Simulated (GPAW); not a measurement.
## How TiSi2 (Zhiqinite) absorbs and reflects light

Aim: the dielectric function of TiSi2 (Zhiqinite), and the optical constants that follow from it. The cell comes from an older database entry, whose edges can differ from later determinations, mostly by under a per cent.

Calculated with GPAW 26.7.0; DFT, PBE, plane-wave PAW (GPAW data sets), scalar-relativistic, RPA, optical limit.

This is a report of a sequence of runs, with most program output left out.

The database entry behind the starting cell is an old determination (1939), so it need not match the best structure at ambient conditions.

## 1. The starting structure

The structure is orthorhombic, space group Fddd (No. 70). Conventional cell: a = 4.773 Å, b = 8.236 Å, c = 8.523 Å, α = 90.00°, β = 90.00°, γ = 90.00°. Ti has 10 Si at 2.54 to 2.75 Å nearest. Si has 5 Ti at 2.54 to 2.75 Å and 5 Si at 2.54 to 2.75 Å nearest. Farther neighbours are not listed.

As a file:

```
Ti Si
1.0
     0.00000    4.11800    4.26150
     2.38650    0.00000    4.26150
     2.38650    4.11800    0.00000
Ti Si
2 4
Cartesian
  2.3865 4.1180 4.2615
  3.5797 6.1770 6.3922
  2.3865 6.8606 4.2615
  2.3865 1.3754 4.2615
  1.1932 3.4344 2.1307
  1.1932 0.6836 2.1307
```

## 2. Ground state

First the ground state: is it a metal or has it a gap?

This step: DFT, PBE, plane-wave PAW (GPAW data sets), scalar-relativistic, ground state (GPAW 26.7.0).

Input file gs.py:

```python
from ase import Atoms
from ase.dft.bandgap import bandgap
from gpaw import GPAW, PW, FermiDirac

atoms = Atoms(['Ti', 'Ti', 'Si', 'Si', 'Si', 'Si'],
              cell=[[0.000000000000, 4.118000000000, 4.261500000000],
                    [2.386500000000, 0.000000000000, 4.261500000000],
                    [2.386500000000, 4.118000000000, 0.000000000000]],
              scaled_positions=[[0.500000000000, 0.500000000000, 0.500000000000],
                                [0.750000000000, 0.750000000000, 0.750000000000],
                                [0.833000000000, 0.167000000000, 0.833000000000],
                                [0.167000000000, 0.833000000000, 0.167000000000],
                                [0.417000000000, 0.083000000000, 0.417000000000],
                                [0.083000000000, 0.417000000000, 0.083000000000]],
              pbc=[True, True, True])
atoms.calc = GPAW(mode=PW(450), xc='PBE', kpts={'size': (6, 6, 6), 'gamma': True},
                  occupations=FermiDirac(0.05), maxiter=150, txt='gs.txt')
print('energy (eV)', atoms.get_potential_energy())
print('Fermi level (eV)', atoms.calc.get_fermi_level())
print('valence electrons', atoms.calc.get_number_of_electrons())
print('gap (eV)', bandgap(atoms.calc, output=None)[0])
print('direct gap (eV)', bandgap(atoms.calc, direct=True, output=None)[0])
atoms.calc.write('gs.gpw')
```

Command:

```sh
OMP_NUM_THREADS=1 python gs.py
```

Wall time 1.7 min (1 thread of Arm Neoverse V1, shared host); peak memory 0.23 GiB.

This step gave:

```
energy       : -38.18 eV
Fermi energy : 9.861 eV
electrons    : 40
```

There are states at the Fermi level within the smearing, so the occupations stay smeared and the carriers get a Drude term.

## 3. Bands for the response

At the fixed density, many empty bands are solved on the mesh of the response, since the spectrum sums over them.

This step: DFT, PBE, plane-wave PAW (GPAW data sets), scalar-relativistic, bands at fixed density (GPAW 26.7.0).

Input file nscf.py:

```python
from ase.dft.bandgap import bandgap
from gpaw import GPAW, FermiDirac

calc = GPAW('gs.gpw').fixed_density(kpts={'size': (10, 10, 10), 'gamma': True}, nbands=55, convergence={'bands': 49},
                                    occupations=FermiDirac(0.05), txt='nscf.txt')
print('gap (eV)', bandgap(calc, output=None)[0])
print('direct gap (eV)', bandgap(calc, direct=True, output=None)[0])
print('top band over the Fermi level (eV)', min(calc.get_eigenvalues(kpt=k)[48] for k in range(len(calc.get_ibz_k_points()))) - calc.get_fermi_level())
calc.write('full.gpw', mode='all')
```

Command:

```sh
OMP_NUM_THREADS=1 python nscf.py
```

The job ended after 12 min (1 thread; peak memory 0.56 GiB).

## 4. Dielectric function, RPA

Local fields let the induced charge screen the field inside the cell, which as a rule lowers ε, most along directions where the density is uneven.

This step: DFT, PBE, plane-wave PAW (GPAW data sets), scalar-relativistic, RPA, optical limit (GPAW 26.7.0).

Input file df.py:

```python
from gpaw.response.df import DielectricFunction

df = DielectricFunction('full.gpw', frequencies={'type': 'nonlinear', 'domega0': 0.03, 'omega2': 8},
                        ecut=80,
                        eta=0.1,
                        nbands=49,
                        rate=0.05,
                        txt='df.txt')
for direction in ['x', 'y', 'z']:
    df.get_dielectric_function(xc='RPA', direction=direction, filename=f'df_{direction}.csv')
```

Command:

```sh
OMP_NUM_THREADS=1 python df.py
```

Run time: 2.9 min. Hardware: 1 thread; peak memory 0.72 GiB.

Some rows of df_x.csv (energy; Re and Im without local fields; Re and Im with them):

```text
0.000000, 8618.323297, 0.000000, 8617.784785, 0.000000
0.460735, -69.048231, 36.568652, -69.605645, 36.581567
0.943989, 5.473833, 14.683927, 4.771588, 14.499799
1.451455, 11.147238, 20.873259, 10.646479, 20.527815
1.984998, 8.540489, 17.273059, 8.133336, 17.069654
2.546682, 11.947312, 15.860857, 11.249507, 15.543281
3.138794, 6.470254, 20.491709, 6.161589, 19.803946
3.763875, 7.071519, 18.844497, 6.832975, 17.865250
4.424758, 2.702397, 19.999558, 3.092555, 19.198915
5.124608, -3.376783, 21.361609, -2.684021, 21.004154
5.866977, -9.393389, 15.673462, -8.889836, 15.527035
6.655862, -9.780143, 7.594584, -9.538916, 7.672610
7.495775, -7.643619, 4.822982, -7.369003, 4.880514
8.391833, -5.773648, 2.482221, -5.640790, 2.562754
9.349861, -4.394228, 1.746147, -4.235912, 1.911704
10.376517, -3.187506, 0.913374, -3.160519, 1.018053
11.479449, -2.262816, 0.622702, -2.240326, 0.724109
12.667487, -1.560685, 0.382078, -1.580103, 0.449905
13.950874, -1.057742, 0.252681, -1.085569, 0.311690
15.341572, -0.646614, 0.182427, -0.687909, 0.242431
```

The Im ε has structure finer than the step of the table below, so its rows give means over 0.5 eV, whole bins alone (the curve runs from 0.305 to 15.4 eV). Peaks (eV: height): E ∥ x 1.21: 22.7, 2.90: 20.6, 4.98: 21.2; E ∥ y 2.21: 22.2, 4.79: 20.7; E ∥ z 4.02: 24.4.

Sum at mesh points, not converged in k. Table of Im ε by photon energy; means over each step:

```csv
photon energy (eV),E ∥ x,E ∥ y,E ∥ z
1.0,17.6,28.2,25.3
1.5,20.8,18.5,20.9
2.0,17.6,20.4,18.4
2.5,16.2,17.9,15.9
3.0,19.9,16.1,18.7
3.5,17.4,13.7,22.4
4.0,18.8,14.9,22.2
4.5,19.3,18.9,19.2
5.0,20.8,19.6,18.8
5.5,18.4,17.9,15.0
6.0,14.2,14.5,12.6
6.5,9.30,9.85,10.1
7.0,6.49,6.34,6.53
7.5,4.97,4.59,4.54
8.0,3.49,3.57,3.31
8.5,2.52,2.58,2.45
9.0,2.16,2.08,1.96
9.5,1.73,1.63,1.59
10.0,1.25,1.29,1.28
10.5,0.983,1.15,1.14
11.0,0.829,0.963,0.946
11.5,0.717,0.879,0.853
12.0,0.580,0.680,0.684
12.5,0.459,0.536,0.580
13.0,0.417,0.493,0.496
13.5,0.348,0.436,0.443
14.0,0.302,0.396,0.372
14.5,0.276,0.335,0.319
15.0,0.258,0.288,0.278
```

Values under 1 per cm are given as 1; sum at mesh points, not converged in k. The absorption coefficient by photon energy:

```csv
photon energy (eV),E ∥ x (1/cm),E ∥ y (1/cm),E ∥ z (1/cm)
0.492,3.9e5,4.3e5,2.5e5
1.010,2.2e5,4.4e5,3.0e5
1.486,3.8e5,4.2e5,3.9e5
1.985,4.7e5,5.2e5,4.6e5
2.508,5.1e5,6.8e5,5.2e5
3.018,8.0e5,7.9e5,6.9e5
3.510,8.9e5,7.6e5,1.0e6
3.980,1.1e6,9.1e5,1.3e6
4.516,1.3e6,1.3e6,1.4e6
4.981,1.7e6,1.7e6,1.7e6
5.515,2.0e6,1.9e6,1.9e6
6.021,2.2e6,2.2e6,2.0e6
6.494,2.3e6,2.3e6,2.2e6
6.985,2.1e6,2.2e6,2.2e6
7.496,2.2e6,2.1e6,2.1e6
8.026,2.1e6,2.1e6,2.1e6
8.516,2.0e6,2.0e6,2.0e6
9.023,2.0e6,2.0e6,1.9e6
9.483,2.0e6,1.9e6,1.9e6
10.026,1.9e6,1.9e6,1.8e6
10.519,1.9e6,1.8e6,1.8e6
11.029,1.8e6,1.8e6,1.7e6
11.479,1.8e6,1.8e6,1.7e6
12.023,1.7e6,1.7e6,1.7e6
12.504,1.6e6,1.6e6,1.6e6
13.000,1.6e6,1.6e6,1.6e6
13.512,1.5e6,1.5e6,1.5e6
14.040,1.5e6,1.5e6,1.5e6
14.493,1.4e6,1.4e6,1.4e6
14.960,1.3e6,1.4e6,1.4e6
```

Sum at mesh points, not converged in k. The loss function −Im 1/ε at q → 0 by energy loss; read off at these points:

```csv
energy loss (eV),E ∥ x,E ∥ y,E ∥ z
0.5,0.00767,0.00751,0.0257
1.0,0.0503,0.0331,0.0321
1.5,0.0379,0.0578,0.0371
2.0,0.0476,0.0423,0.0426
2.5,0.0443,0.0539,0.0436
3.0,0.0428,0.0574,0.0390
3.5,0.0528,0.0662,0.0396
4.0,0.0497,0.0600,0.0408
4.5,0.0513,0.0502,0.0519
5.0,0.0472,0.0504,0.0507
5.5,0.0476,0.0527,0.0556
6.0,0.0487,0.0507,0.0583
6.5,0.0482,0.0501,0.0577
7.0,0.0621,0.0575,0.0542
7.5,0.0625,0.0626,0.0628
8.0,0.0618,0.0708,0.0660
8.5,0.0715,0.0751,0.0793
9.0,0.0845,0.0830,0.0874
9.5,0.0856,0.0926,0.0955
10.0,0.0893,0.105,0.108
10.5,0.0968,0.123,0.125
11.0,0.111,0.135,0.144
11.5,0.131,0.159,0.159
12.0,0.132,0.152,0.167
12.5,0.155,0.177,0.192
13.0,0.187,0.222,0.217
13.5,0.216,0.266,0.271
14.0,0.245,0.302,0.288
14.5,0.326,0.343,0.352
15.0,0.409,0.407,0.407
```

Sum at mesh points, not converged in k. The Im ε, E ∥ x by photon energy; read off at these points:

```csv
photon energy (eV),without local fields,with local fields
0.50,31.2,31.2
1.00,15.9,15.7
1.21,23.1,22.7
1.50,21.2,20.9
1.59,22.3,21.9
2.00,17.2,17.0
2.50,15.5,15.2
2.90,21.3,20.6
3.00,20.9,20.1
3.50,17.9,17.2
4.00,19.5,18.6
4.50,19.9,19.1
4.93,21.7,21.1
5.00,21.6,21.1
5.50,18.9,18.7
6.00,14.2,14.1
6.50,9.05,9.18
7.00,6.70,6.64
7.50,4.81,4.87
8.00,3.27,3.39
8.50,2.39,2.46
9.00,2.05,2.14
9.50,1.57,1.76
10.00,1.12,1.25
10.50,0.863,0.962
11.00,0.730,0.822
11.50,0.618,0.721
12.00,0.477,0.572
12.50,0.390,0.457
13.00,0.363,0.430
13.50,0.290,0.353
14.00,0.245,0.302
14.50,0.228,0.282
15.00,0.205,0.262
```

The reflectivity at normal incidence has structure finer than the step of the table below, so its rows give means over 0.5 eV, whole bins alone (the curve runs from 0.305 to 15.4 eV). Peaks (eV: height): E ∥ x 1.21: 51.2, 12.34: 78.2; E ∥ y 2.24: 52.4, 9.75: 73.9, 12.18: 74.5; E ∥ z 4.07: 56.9, 8.27: 74.1.

Sum at mesh points, not converged in k. Reflectivity at normal incidence against photon energy; means over each step:

```csv
photon energy (eV),E ∥ x (%),E ∥ y (%),E ∥ z (%)
1.0,50.2,64.2,53.0
1.5,49.5,50.5,49.5
2.0,46.6,49.8,47.2
2.5,44.9,48.8,44.7
3.0,49.1,46.7,47.4
3.5,47.2,43.1,51.5
4.0,48.9,44.0,54.4
4.5,50.8,49.3,53.1
5.0,55.4,54.4,57.2
5.5,60.2,57.9,59.5
6.0,64.3,63.2,60.8
6.5,69.3,67.9,64.7
7.0,68.7,69.9,70.4
7.5,70.2,70.6,70.9
8.0,73.0,70.9,72.6
8.5,73.5,72.5,72.7
9.0,72.1,72.4,72.7
9.5,73.8,73.1,72.8
10.0,75.8,73.1,72.4
10.5,76.4,71.6,71.6
11.0,76.0,71.6,71.2
11.5,75.2,70.2,70.5
12.0,76.6,73.4,71.9
12.5,77.2,73.9,71.9
13.0,76.0,72.0,71.8
13.5,76.1,70.8,70.6
14.0,75.8,70.1,71.6
14.5,74.0,70.7,71.3
15.0,72.1,70.6,71.0
```

From ε follow the optical constants at some laser and lamp lines:

```csv
wavelength (nm),n x,k x,R (%) x,1/α x,n y,k y,R (%) y,1/α y
1550,2.27,3.511,60.5,35 nm,3.24,5.169,71.0,24 nm
1064,4.27,2.598,50.5,33 nm,3.39,3.668,58.6,23 nm
633,3.67,2.355,46.3,21 nm,3.85,2.559,48.8,20 nm
532,3.65,2.148,44.4,20 nm,3.33,2.859,50.5,15 nm
308,3.52,2.655,48.8,9.2 nm,3.26,2.235,43.7,11 nm
248,3.18,3.329,55.5,5.9 nm,3.01,3.272,55.1,6.0 nm
193,1.41,3.524,69.1,4.4 nm,1.53,3.480,66.9,4.4 nm
```

A polished face would reflect 47 % of daylight and look light grey (CIE x = 0.316, y = 0.330 under D65).

## 5. Outcome

In words: At this level (PBE, RPA) TiSi2 is a metal. The mesh is too coarse to trust the carriers' weight, the reflectivity or the colour to better than tens of per cent. A polished face would reflect 47 % of daylight and look light grey (CIE x = 0.316, y = 0.330 under D65). The carriers' damping of 0.05 eV is typed, not computed; it shapes the response at the lowest energies. The curves end at 15 eV, about where the summed bands run out. In this version of GPAW the matrix elements of the optical limit are incomplete, which can lower ε − 1 by up to a tenth where first-row anions or d states rule, and shift it by more in d metals. GPAW's carrier term has the form −ωp²/(ω + i·rate)², which damps like twice the rate and fails at low energy, so the curves leave the lowest energies out. The sum runs over mesh points 0.17 Å⁻¹ apart with no interpolation, so peaks are partly noise of the mesh, and the Drude plasma energy, a sum over the Fermi surface, isn't converged.

[Machine, clock and banner lines and Python warnings are left out of the logs.]

[Logs are printed without paths, hosts, clocks, repeated set-up lines and the standing remarks that a program may print on its own settings, such as how far it seeks lower states.]

[Hosts, paths, dates, database ids (printed as entryN), source tags and the programs' standing remarks are cut or masked in the printed files.]
